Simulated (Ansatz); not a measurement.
# MgO (Periclase, Fm-3m): phonons and vibrational spectra, part 2 of 2

How does MgO (Periclase, Fm-3m) vibrate, and is this structure a minimum?

Ansatz 0.2.0; DFT LDA, scalar-relativistic, plane waves, PAW; PAW set soft_1.

So far. Step 3 (Relaxing to small forces for the phonons): The forces vanish by symmetry and the pressure is -0.005 GPa, within the tolerances set. The cell now holds 9.00 Å³/atom. Step 4 (Modes at Γ): Before it was imposed, the acoustic sum rule was missed by 2.1e-4 eV/Å² and the charge sum rule by 5.1e-4 e. Small misses are needed for a sound result but don't prove that mesh and cutoff are converged. The lowest optical mode is real, 407 cm⁻¹. The relaxed cell has a = 4.161 Å (conventional setting).

The database entry behind the starting cell differs from later determinations by our own check (about 0.1 % long), so it need not match the best structure at ambient conditions.

## 5. Response at finite wavevector (continued)

The partial phonon density of states has structure finer than the step of the table below, so its rows give means over 25 cm⁻¹, whole bins alone (the curve runs from -10 to 744 cm⁻¹). Peaks (cm⁻¹: height): Mg 293.7: 0.0214, 421.8: 0.0172; O 417.1: 0.0190, 550.0: 0.0107.

Phonopy on the run's constants, 21x21x21 mesh, Gaussian sigma 5.4 cm-1. Interpolated from a 4×4×4 q mesh. Table of partial phonon density of states by wavenumber; means over each step; values in 1/cm⁻¹/cell:

```
wavenumber (cm⁻¹)       Mg        O
               25   1.7e-5   1.0e-5
               50   8.4e-5   5.6e-5
               75   2.4e-4   1.5e-4
              100   4.0e-4   2.5e-4
              125   6.7e-4   3.9e-4
              150  0.00108   5.9e-4
              175  0.00176   8.9e-4
              200  0.00260  0.00113
              225  0.00406  0.00148
              250  0.00664  0.00182
              275   0.0134  0.00217
              300   0.0192  0.00216
              325   0.0109  0.00120
              350  0.00772  0.00100
              375  0.00621  0.00895
              400  0.00861   0.0178
              425   0.0154   0.0182
              450  0.00757   0.0148
              475  0.00319  0.00958
              500  0.00187  0.00486
              525   9.7e-4  0.00578
              550   7.3e-4  0.00987
              575  0.00122  0.00617
              600  0.00144  0.00367
              625  0.00137  0.00266
              650  0.00121  0.00205
              675   9.4e-4  0.00148
              700   5.2e-4   8.0e-4
              725   3.5e-5   5.5e-5
```

Second derivatives of the energy by pair, one row for each kind of neighbour of each atom listed. Each entry sums the pair over the periodic images of the supercell that the q mesh stands for, and in a polar crystal it holds the long-range dipole part too. Force constants by pair, by row:

```
atom  neighbour  distance (Å)  third of the trace (eV/Å²)  along the pair's line (eV/Å²)
 Mg1     itself             0                       12.27                              –
 Mg1          O          2.08                      -1.499                          -1.63
 Mg1         Mg         2.942                     -0.1836                         -2.247
 Mg1          O         3.603                      -0.029                         0.6292
 Mg1         Mg         4.161                     -0.2626                        -0.8099
 Mg1          O         4.652                      0.0727                         0.4339
 Mg1         Mg         5.096                      -0.047                        -0.3024
 Mg1         Mg         5.884                     -0.0056                        -0.3088
 Mg1          O         6.241                      0.0511                         0.1979
  O2     itself             0                       12.48                              –
  O2         Mg          2.08                      -1.499                          -1.63
  O2          O         2.942                     -0.3135                         -1.835
  O2         Mg         3.603                      -0.029                         0.6292
  O2          O         4.161                     -0.0147                        -0.3624
  O2         Mg         4.652                      0.0727                         0.4339
  O2          O         5.096                     -0.0506                        -0.2811
  O2          O         5.884                     -0.1362                        -0.5197
  O2         Mg         6.241                      0.0511                         0.1979
```

Harmonic thermodynamic functions per atom, from the density of states. Interpolated from a 4×4×4 q mesh. Thermodynamic functions, by row:

```
T (K)  F_vib (meV/atom)  S (J/mol-atom/K)  C_V (J/mol-atom/K)
    0             74.92                 0                   0
   50             74.91             0.115                0.41
  100             74.62             1.253               3.853
  200             70.59             6.964               13.18
  300             59.99              13.4               18.31
  400             43.09             19.06               20.83
  500             20.78             23.86               22.18
  600             -6.14             27.98               22.97
  700            -37.04             31.57               23.47
  800            -71.42             34.72                23.8
  900            -108.9             37.54               24.04
 1000            -149.1             40.08                24.2
```

Harmonic mean-square displacement, third of the trace. Interpolated from a 4×4×4 q mesh. Mean square displacements, by row:

```
T (K)  Mg1 U_eq (Å²)  O2 U_eq (Å²)
    0        0.00215       0.00254
  100         0.0023       0.00266
  300        0.00377       0.00382
  600        0.00677       0.00649
```

Symmetry leaves 8 wavevectors to solve. The lowest mode among them, the acoustic zeros apart, lies at q = (0, 0, 0.25) and is real, 187 cm⁻¹.

## 6. Outcome

```yaml
space_group_after_relaxation_within_0p01_a: Fm-3m
volume_per_atom: 9.00 Å³
gap_on_the_k_mesh: 5.03 eV
highest_optical_mode_at_the_zone_centre_no_lo_to_term: 407 cm⁻¹
top_of_the_zone_centre_spectrum_with_the_field: 714 cm⁻¹
lowest_optical_zone_centre_mode: 407 cm⁻¹
mean_high_frequency_dielectric_constant: 3.18
mean_static_dielectric_constant: 9.80
largest_born_charge_third_of_the_trace: 1.97 e
lowest_mode_on_the_q_mesh_acoustic_modes_at_gamma_apart: 187 cm⁻¹
highest_frequency_on_the_path_or_at_a_solved_wavevector: 714 cm⁻¹
zero_point_energy_per_atom: 74.9 meV
heat_capacity_at_300_k: 18.3 J/(mol atoms K)
vibrational_entropy_at_300_k: 13.4 J/(mol atoms K)
debye_temperature_second_moment: 778 K
imaginary_modes_on_the_4x4x4_q_mesh: none
```

In words: The structure is a minimum as far as tested: no mode is imaginary at the 8 irreducible wavevectors of the 4×4×4 mesh, and the softest away from the acoustic zeros lies at 187 cm⁻¹. Without the field, the optical modes at Γ form one degenerate level at 407 cm⁻¹. With the macroscopic field of the longitudinal modes the top of the zone-centre spectrum lies at 714 cm⁻¹, against 407 cm⁻¹ without it. Lattice motion raises the mean dielectric constant from 3.183 to 9.804. The strongest infrared line is at 407 cm⁻¹. No mode is Raman active to first order. The PAW files were made for PBE and serve the other functionals too. These are harmonic frequencies at zero temperature: anharmonic shifts, linewidths and thermal expansion are left out.

Calculation against experiment:

| quantity | measured | LDA, PAW; PAW set soft_1 |
| --- | --- | --- |
| lattice constant a (Å) | 4.212 | 4.161 (-1.2 %) |
| band gap (least gap) (eV) | 7.83 | 5.03 (-2.80 eV) |
| ε∞ (mean of the tensor) | 2.95 | 3.18 (+7.9 %) |
| infrared mode, TO phonon at Gamma (T1u) (cm⁻¹) | 396.5 | 407 (+2.7 %) |

Measured values from arxiv:0704.2267 (2007) and arxiv:0908.1581 (2009).

**Verdict.** The lattice constant a is off by -1.2 %: fair agreement. The band gap is off by -2.80 eV: a clear miss. Local and semilocal functionals usually give gaps below the measured ones. Zero-point and thermal motion shift the measured gap. The ε∞ is off by +7.9 %: fair agreement. The infrared mode is off by +2.7 %: good agreement. The grades are ours: good and fair within 0.7 and 1.5 % for the lattice constant a, 7 and 18 % for the ε∞ and 3 and 7 % for the infrared mode. For lattice constants and infrared mode the calculation has a static lattice, without zero-point motion or thermal expansion (measured at up to 295 K).

[Logs are printed without paths, hosts, clocks, repeated set-up lines and the standing remarks that a program may print on its own settings, such as how far it seeks lower states.]

[Hosts, paths, dates, database ids (printed as entryN), source tags and the programs' standing remarks are cut or masked in the printed files.]
